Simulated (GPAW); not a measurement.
**How the form of the self-energy moves the gap of Ga2O3 (R-3c)**

How much does the gap of Ga2O3 (R-3c) depend on the approximation to the self-energy?

Program: GPAW 26.7.0. Level of theory: PBE and many-body steps on it, plane waves. Results are calculated unless marked as measured.

**Experimental background.**

- Gap 5.15 eV: optical gap from Tauc plot assuming direct gap; lower end of the 5.15-5.20 eV range for alpha-phase films; UV-vis transmittance/reflectance, Tauc plot; film on c-plane sapphire (“Low temperature growth and optical properties of alpha-Ga2O3 deposited on sapphire by plasma enhanced atomic layer deposition”, 2019, arxiv:1908.06914).

- Gap 5.3 eV: direct optical gap from Tauc plot, upper end of the 5.1-5.3 eV range over the samples; UV-visible transmission; film (mist-CVD epitaxial films grown with different carrier gases) on Al2O3 (0001) (“Influence of Carrier Gases on the Quality of Epitaxial Corundum-Structured α-Ga2O3 Films Grown by Mist Chemical Vapor Deposition Method”, 2019, pmc:6888560).

- Gap 5.04 eV: direct optical gap from Tauc plot; UV-vis transmittance, Tauc plot; film on Al2O3 (“Ti Alloyed α-Ga2O3: Route towards Wide Band Gap Engineering”, 2020, pmc:7766553).

- Gap 5.6 eV: direct band-to-band gap from Tauc plot; UV-Vis absorption, Tauc plot; film (163 nm mist CVD film on c-plane sapphire) on Al2O3 (sapphire) (“Optical properties of mist CVD grown alpha-Ga2O3”, 2019, arxiv:1907.13072).

- Gap 5.3 eV: optical direct gap from Tauc plot, alpha-phase dominant buffer stack; UV-Vis transmittance, Tauc plot; film (as-grown alpha-(Al0.3Ga0.7)2O3/alpha-Ga2O3 double layer on c-plane sapphire, mist CVD, slight kappa admixture) on Al2O3 (“Controlled Crystallinity of a Sn-Doped α-Ga2O3 Epilayer Using Rapidly Annealed Double Buffer Layers”, 2024, pmc:10818942).

This is a selection; 2 further reports are not listed.

### Step 1. The structure

Symmetry: R-3c, No. 167, trigonal system. Conventional cell: a = 4.997 Å, b = 4.997 Å, c = 13.451 Å, α = 90.00°, β = 90.00°, γ = 120.00°. Nearest to Ga lie 6 O at 1.93 to 2.08 Å. O has 4 Ga at 1.93 to 2.08 Å nearest. Farther neighbours and most contacts between anions are not listed.

Structure file:

```cif
data_structure
_symmetry_space_group_name_H-M 'P 1'
_symmetry_Int_Tables_number 1
_cell_length_a 5.3317
_cell_length_b 5.3317
_cell_length_c 5.3317
_cell_angle_alpha 55.894
_cell_angle_beta 55.894
_cell_angle_gamma 55.894
_cell_volume 96.97
loop_
_atom_site_label
_atom_site_type_symbol
_atom_site_fract_x
_atom_site_fract_y
_atom_site_fract_z
_atom_site_occupancy
Ga1 Ga 0.85559 0.85559 0.85559 1
Ga2 Ga 0.64441 0.64441 0.64441 1
Ga3 Ga 0.14441 0.14441 0.14441 1
Ga4 Ga 0.35559 0.35559 0.35559 1
O5 O 0.75000 0.44683 0.05317 1
O6 O 0.44683 0.05317 0.75000 1
O7 O 0.05317 0.75000 0.44683 1
O8 O 0.25000 0.55317 0.94683 1
O9 O 0.94683 0.25000 0.55317 1
O10 O 0.55317 0.94683 0.25000 1
```

The cell and positions are those that the Materials Project relaxed with its own functionals (PBE, PBE+U or r2SCAN), kept fixed. This is not the form that Ga2O3 usually takes at ambient conditions.

### Step 2. Empty states on the mesh, 4×4×4 mesh, 455 bands

This step: GPAW 26.7.0; DFT, PBE, plane waves, PAW.

The sums over transitions need many empty states on a uniform mesh; this step solves for them.

run.py reads:

```python
import json
import numpy as np
from gpaw.mpi import world
from gpaw import GPAW

calc = GPAW('gs.gpw').fixed_density(kpts={'size': (4, 4, 4), 'gamma': True},
    parallel={'domain': 1, 'band': 1},
    txt='nscf.txt')
calc.diagonalize_full_hamiltonian(nbands=455)
calc.write('full.gpw', mode='all')
res = {}
kpts = calc.get_ibz_k_points()
res['kpts'] = kpts
res['eigenvalues'] = [calc.get_eigenvalues(kpt=k) for k in range(len(kpts))]
res['n_electrons'] = calc.get_number_of_electrons()

if world.rank == 0:
    with open('result.json', 'w') as f:
        json.dump(res, f, default=lambda x: x.tolist())
```

Launch:

```console
mpirun -n 4 gpaw python run.py
```

Numbers of over 12 decimals in the logs are rounded to 6 here.

The log of the run:

```text
Diagonalizing LCAO Hamiltonian
Converting LCAO to pw mode
convergence criteria:
- Maximum integral of absolute [eigenst]ate change: 4e-08 eV^2 / valence electron
maximum number of iterations: 100

SCF iterations
|iter     |     time |      energy | eigst |  dens |
|iter:   1|  |             | +0.37 |       |
|iter:   2|  |             | -1.14 |       |
|iter:   3|  |             | -1.98 |       |
[...]
|iter:  37|  |             | -7.21 |       |
|iter:  38|  |             | -7.18 |       |
|iter:  39|  |             | -7.49c|       |
SCF steps: 39
  __  _  _
 | _ |_)|_||  |
 |__||  | ||/\| - 26.7.0

Input parameters:
  mode=PW(ecut=600.0),
  convergence={'density': 1e-06, 'bands': -3},
  gpts=array([32, 32, 32]),
  kpts=MonkhorstPack(size=(4, 4, 4), gamma=True),
  maxiter=100,
  nbands=35,
  occupations=Occupations(name='fermi-dirac', width=0.001, fixmagmom=False),
  parallel={'domain': 1, 'band': 1},
  xc=XC(name='PBE')
Matrix size: 3251x3251
# Writing to full.gpw (mode='all')
  [... matrices ...]

timing:  # [seconds]
  Total: 112.624  # ━━━━━━━━━━━━━━━━━━━━━━━━━━━━━━━━━━━━━━━━━━━━━━━━━━━━━━━━━
```

It took 2.3 min on 4 MPI ranks of Intel Xeon Platinum 8488C (Sapphire Rapids), shared host; peak memory 4.5 GiB; 9.4 min of CPU time.

Numbers from this step:

| Property | Result |
| --- | --- |
| gap | 2.845 eV |
| k of the valence top | 0.25, 0, 0 |
| k of the conduction bottom | 0, 0, 0 |
| least direct gap | 3.027 eV |
| k points computed | 14 |
| lowest point of the top converged band, above the valence top | 146.2209 eV |

On this mesh the gap is 2.845 eV.

### Step 3. G0W0, Godby-Needs plasmon pole

Now the one-shot GW correction: screening in the RPA, then the self-energy of the levels asked for.

This step: G0W0 on PBE, plane waves, PAW.

run.py reads:

```python
import json
import numpy as np
from gpaw.mpi import world
from gpaw.response.g0w0 import G0W0

gw = G0W0('full.gpw',
    filename='gw',
    kpts=[0, 2],
    bands=(22, 26),
    ecut=96,
    nbands=207,
    integrate_gamma='WS',
    ppa=True)
gw.calculate()
res = {mode: {k: v for k, v in r.items() if k != 'sigma_eskwn'}
       for mode, r in gw.all_results.items()}

if world.rank == 0:
    with open('result.json', 'w') as f:
        json.dump(res, f, default=lambda x: x.tolist())
```

Launch:

```console
mpirun -n 4 gpaw python run.py
```

The log of the run:

```text
Using integrator: PointIntegrator
FrequencyGridDescriptor(from 0.000+0.000j to 0.000+27.211j eV, 2 points)
Nonperiodic BCs:  [False False False]
Using integrator: PointIntegrator
FrequencyGridDescriptor(from 0.000+0.000j to 0.000+27.211j eV, 2 points)
Nonperiodic BCs:  [False False False]
  ___  _ _ _
 |   || | | |
 | | || | | |
 |__ ||_____|
 |___|

BZ k-points: Symmetries present (total): 6

  [... matrices ...]
64 k-points: 4 x 4 x 4 Monkhorst-Pack grid + [1/8,1/8,1/8]
14 k-points in the irreducible part of the Brillouin zone
       k-points in crystal coordinates                weights
   0:     0.00000000    0.00000000    0.00000000          1/64
   1:     0.25000000    0.00000000   -0.25000000          6/64
   2:     0.25000000    0.00000000    0.00000000          6/64
   3:     0.25000000    0.25000000   -0.25000000          6/64
   4:     0.25000000    0.25000000    0.00000000          6/64
   5:     0.25000000    0.25000000    0.25000000          2/64
   6:     0.50000000    0.00000000    0.00000000          3/64
   7:     0.50000000    0.00000000    0.25000000          6/64
   8:     0.50000000    0.25000000   -0.25000000          6/64
   9:     0.50000000    0.25000000    0.00000000          6/64
          ...
  13:     0.50000000    0.50000000    0.50000000          1/64

Distributing spins, k-points and bands (1 x 2 x 4) over 4 processes
Number of blocks: 1

Quasi particle states:
k-points (IBZ indices): [0, 2]
Band range: (22, 26)
  [... matrices ...]
Computational parameters:
Plane wave cut-off: 96 eV
Number of bands: 207
Coulomb cutoff: None
Broadening: 0.1 eV

fxc modes: GW
Kernel: RPA
Using Godby-Needs plasmon-pole approximation:
  Fitting energy: i*E0, E0 = 1.000 Hartree
Summing all q:

Calculating screened Coulomb potential
No Coulomb truncation
FrequencyGridDescriptor(from 0.000+0.000j to 0.000+27.211j eV, 2 points)
Removing empty qpoint cache files...

Calculating chi0 body with:
    Ground state adapter containing:
    Number of spins: 1
    Number of kpoints: 64
    Number of irreducible kpoints: 14
    Number of completely occupied states: 24
    Number of partially occupied states: 24
    Occupied states memory: 12.0 M / cpu

    Linear response parametrization:
    q_c: [0.0, 0.0, 0.0]
    Number of frequency points: 2
    Planewave cutoff: 96.0
    Number of bands: 207
    Number of planewaves: 193
    Broadening (eta): 1e-06
    comm.size: 4
    kncomm.size: 4
    blockcomm.size: 1

    Memory estimate of potentially large arrays:
        chi0_wGG: 1.136749 M / cpu
Integrating chi0 body.

Symmetries of q_c:
    Direct symmetries (Uq -> q): 6
    Indirect symmetries (TUq -> q): 0
In total 6 allowed symmetries.

  [... matrices ...]
14 groups of equivalent kpoints. 78.125% reduction.

Integral kind: response function
Integrating chi0 head and wings.

Symmetries of q_c:
    Direct symmetries (Uq -> q): 6
    Indirect symmetries (TUq -> q): 0
In total 6 allowed symmetries.

  [... matrices ...]
14 groups of equivalent kpoints. 78.125% reduction.

Integral kind: response function wings

Calculating chi0 body with:
    Ground state adapter containing:
    Number of spins: 1
    Number of kpoints: 64
    Number of irreducible kpoints: 14
    Number of completely occupied states: 24
    Number of partially occupied states: 24
    Occupied states memory: 12.0 M / cpu

    Linear response parametrization:
[... the further q-points ...]

Results:
f:      Occupation numbers
eps:     KS-eigenvalues [eV]
vxc:     KS vxc [eV]
exx:     Exact exchange [eV]
sigma:   Self-energies [eV]
dsigma:  Self-energy derivatives
Z:       Renormalization factors
qp:      QP-energies [eV]

k-point 0 (0): (0.000, 0.000, 0.000)                GW
band       f     eps     vxc     exx   sigma  dsigma       Z      qp
                                                                   GW
  22   1.000   5.442 -21.251 -26.508   4.547  -0.273   0.785   4.884
  23   1.000   5.442 -21.251 -26.508   4.547  -0.273   0.785   4.884
  24   0.000   8.469 -17.975 -13.546  -2.849  -0.189   0.841   9.798
  25   0.000  12.337 -18.840 -13.105  -3.342  -0.210   0.826  14.315

k-point 1 (2): (0.250, 0.000, 0.000)                GW
band       f     eps     vxc     exx   sigma  dsigma       Z      qp
                                                                   GW
  22   1.000   5.486 -21.256 -26.616   4.598  -0.274   0.785   4.888
  23   1.000   5.623 -21.507 -26.861   4.597  -0.274   0.785   5.029
  24   0.000  10.056 -19.209 -14.668  -2.734  -0.207   0.828  11.552
  25   0.000  12.167 -18.493 -12.868  -3.344  -0.206   0.829  14.059
```

Elapsed: 7.1 min, on 4 MPI ranks; peak memory 2.3 GiB.

Numbers from this step:

```
G0W0 gap on the points computed              : 4.769 eV
least direct G0W0 gap on the computed points : 4.914 eV
Z at the valence top                         : 0.7851
Z at the conduction bottom                   : 0.8412
starting gap on the mesh                     : 2.845 eV
k of the valence top                         : 0.25, 0, 0
k of the conduction bottom                   : 0, 0, 0
```

The gap on the mesh goes from 2.85 eV to 4.77 eV, a correction of +1.92 eV.

### Step 4. One-shot HSE06

This step: one-shot HSE06 levels on PBE orbitals, plane waves, PAW.

run.py reads:

```python
import json
import numpy as np
from gpaw.mpi import world
from gpaw.hybrids.eigenvalues import non_self_consistent_eigenvalues

dft, vxc, vxc_hyb = non_self_consistent_eigenvalues('full.gpw', 'HSE06', 22, 26, kpt_indices=[0, 2])
res = {'dft': dft[0], 'hybrid': (dft - vxc + vxc_hyb)[0]}
if world.rank == 0:
    with open('hybrid.txt', 'w') as f:
        for k, e0, e1 in zip([0, 2], res['dft'], res['hybrid']):
            print(k, ' '.join(f'{x:9.4f}' for x in e0), '|', ' '.join(f'{x:9.4f}' for x in e1), file=f)

if world.rank == 0:
    with open('result.json', 'w') as f:
        json.dump(res, f, default=lambda x: x.tolist())
```

Launch:

```console
mpirun -n 4 gpaw python run.py
```

The log of the run:

```text
IBZ(<points: 14, symmetries: 6>)
Occupied bands: 24
Transforming wave functions from IBZ to BZ: 0.054 seconds
Distributing wave functions and iFFT-ing to real space: 0.598 seconds
Calculating eigenvalues:
  k-points: 2
  Bands: 22-25 (inclusive)
  Seconds: 4.558 (wave-function broadcasting: 0.014 seconds)
HSE06-eigenvalue shifts:
  min: -1.293 eV
  ave: -0.400 eV
  max: 0.617 eV
```

Wall time 11 s (4 MPI ranks); peak memory 1.8 GiB; 41 s of CPU time.

This step gave:

```yaml
starting_gap_on_the_mesh: 2.845 eV
hybrid_gap_on_the_mesh: 4.493 eV
least_direct_hybrid_gap_on_the_computed_points: 4.656 eV
```

### Step 5. G0W0, extrapolated in the cutoff

This step: G0W0 on PBE, plane waves, PAW.

run.py reads:

```python
import json
import numpy as np
from gpaw.mpi import world
from gpaw.response.g0w0 import G0W0

gw = G0W0('full.gpw',
    filename='gw',
    kpts=[0, 2],
    bands=(22, 26),
    ecut=160.0,
    integrate_gamma='WS',
    ppa=True,
    ecut_extrapolation=True)
gw.calculate()
res = {mode: {k: v for k, v in r.items() if k != 'sigma_eskwn'}
       for mode, r in gw.all_results.items()}

if world.rank == 0:
    with open('result.json', 'w') as f:
        json.dump(res, f, default=lambda x: x.tolist())
```

Launch:

```console
mpirun -n 4 gpaw python run.py
```

The log of the run:

```text
Using integrator: PointIntegrator
FrequencyGridDescriptor(from 0.000+0.000j to 0.000+27.211j eV, 2 points)
Nonperiodic BCs:  [False False False]
Using integrator: PointIntegrator
FrequencyGridDescriptor(from 0.000+0.000j to 0.000+27.211j eV, 2 points)
Nonperiodic BCs:  [False False False]
  ___  _ _ _
 |   || | | |
 | | || | | |
 |__ ||_____|
 |___|

BZ k-points: Symmetries present (total): 6

  [... matrices ...]
64 k-points: 4 x 4 x 4 Monkhorst-Pack grid + [1/8,1/8,1/8]
14 k-points in the irreducible part of the Brillouin zone
       k-points in crystal coordinates                weights
   0:     0.00000000    0.00000000    0.00000000          1/64
   1:     0.25000000    0.00000000   -0.25000000          6/64
   2:     0.25000000    0.00000000    0.00000000          6/64
[...]
9:     0.50000000    0.25000000    0.00000000          6/64
          ...
  13:     0.50000000    0.50000000    0.50000000          1/64

Distributing spins, k-points and bands (1 x 2 x 4) over 4 processes
Number of blocks: 1

Quasi particle states:
k-points (IBZ indices): [0, 2]
Band range: (22, 26)
  [... matrices ...]
Computational parameters:
Extrapolating to infinite plane wave cut-off using points at:
  137.884 eV
  147.917 eV
  160.000 eV
Number of bands: 445
Coulomb cutoff: None
Broadening: 0.1 eV

fxc modes: GW
Kernel: RPA
Using Godby-Needs plasmon-pole approximation:
  Fitting energy: i*E0, E0 = 1.000 Hartree
Summing all q:

Calculating screened Coulomb potential
No Coulomb truncation
FrequencyGridDescriptor(from 0.000+0.000j to 0.000+27.211j eV, 2 points)
Removing empty qpoint cache files...

Calculating chi0 body with:
    Ground state adapter containing:
    Number of spins: 1
    Number of kpoints: 64
    Number of irreducible kpoints: 14
[...]
chi0_wGG: 6.262482 M / cpu
Integrating chi0 body.

Symmetries of q_c:
    Direct symmetries (Uq -> q): 6
    Indirect symmetries (TUq -> q): 0
In total 6 allowed symmetries.

  [... matrices ...]
14 groups of equivalent kpoints. 78.125% reduction.

Integral kind: response function
Integrating chi0 head and wings.

Symmetries of q_c:
    Direct symmetries (Uq -> q): 6
    Indirect symmetries (TUq -> q): 0
In total 6 allowed symmetries.

  [... matrices ...]
14 groups of equivalent kpoints. 78.125% reduction.

Integral kind: response function wings

Calculating chi0 body with:
    Ground state adapter containing:
    Number of spins: 1
    Number of kpoints: 64
    Number of irreducible kpoints: 14
    Number of completely occupied states: 24
    Number of partially occupied states: 24
    Occupied states memory: 12.0 M / cpu

    Linear response parametrization:
[... the further q-points ...]
Extrapolating selfenergy to infinite energy cutoff:
  Performing linear fit to 3 points
  Warning: Bad quality of linear fit for some (n,k).
           Higher cutoff might be necessary.
  Minimum R^2 = 0.1758. (R^2 Should be close to 1)
  [... matrices ...]
Results:
f:      Occupation numbers
eps:     KS-eigenvalues [eV]
vxc:     KS vxc [eV]
exx:     Exact exchange [eV]
sigma:   Self-energies [eV]
dsigma:  Self-energy derivatives
Z:       Renormalization factors
qp:      QP-energies [eV]

k-point 0 (0): (0.000, 0.000, 0.000)                GW
band       f     eps     vxc     exx   sigma  dsigma       Z      qp
                                                                   GW
  22   1.000   5.442 -21.251 -26.508   3.857  -0.291   0.775   4.357
  23   1.000   5.442 -21.251 -26.508   3.857  -0.291   0.775   4.357
  24   0.000   8.469 -17.975 -13.546  -3.015  -0.200   0.834   9.647
[...]
k-point 1 (2): (0.250, 0.000, 0.000)                GW
band       f     eps     vxc     exx   sigma  dsigma       Z      qp
                                                                   GW
[...]
24   0.000  10.056 -19.209 -14.668  -3.081  -0.219   0.820  11.254
  25   0.000  12.167 -18.493 -12.868  -3.746  -0.215   0.823  13.714
```

The job ended after 35 min (4 MPI ranks; peak memory 2.6 GiB; 2.3 h of CPU time).

Numbers from this step:

```
quasiparticle gap on the points computed              : 5.149 eV
least direct quasiparticle gap on the computed points : 5.290 eV
Z at the valence top                                  : 0.7739
Z at the conduction bottom                            : 0.8337
starting gap on the mesh                              : 2.845 eV
k of the valence top                                  : 0.25, 0, 0
k of the conduction bottom                            : 0, 0, 0
gaps at the cutoffs of the extrapolation              : 4.908, 4.932, 4.957 eV
```

Against G0W0 in GPAW (4×4×4 mesh, 207 bands, screening to 96 eV, Godby-Needs plasmon pole), the gap moves by +0.380 eV.

(Continued in part 2 of 2.)

[Paths, hosts, dates, memory and timing lines, banners, echoed tables and standing remarks are left out of the program output.]

[Logs are printed without paths, hosts, clocks, repeated set-up lines and the standing remarks that a program may print on its own settings, such as how far it seeks lower states.]

[Runs of the session that timed out or met a known fault of the program may be left out.]

[No measured gap is set beside runs whose start may be inverted or whose files or cutoffs have a known fault.]

[Hosts, paths, dates, database ids (printed as entryN), source tags and the programs' standing remarks are cut or masked in the printed files.]
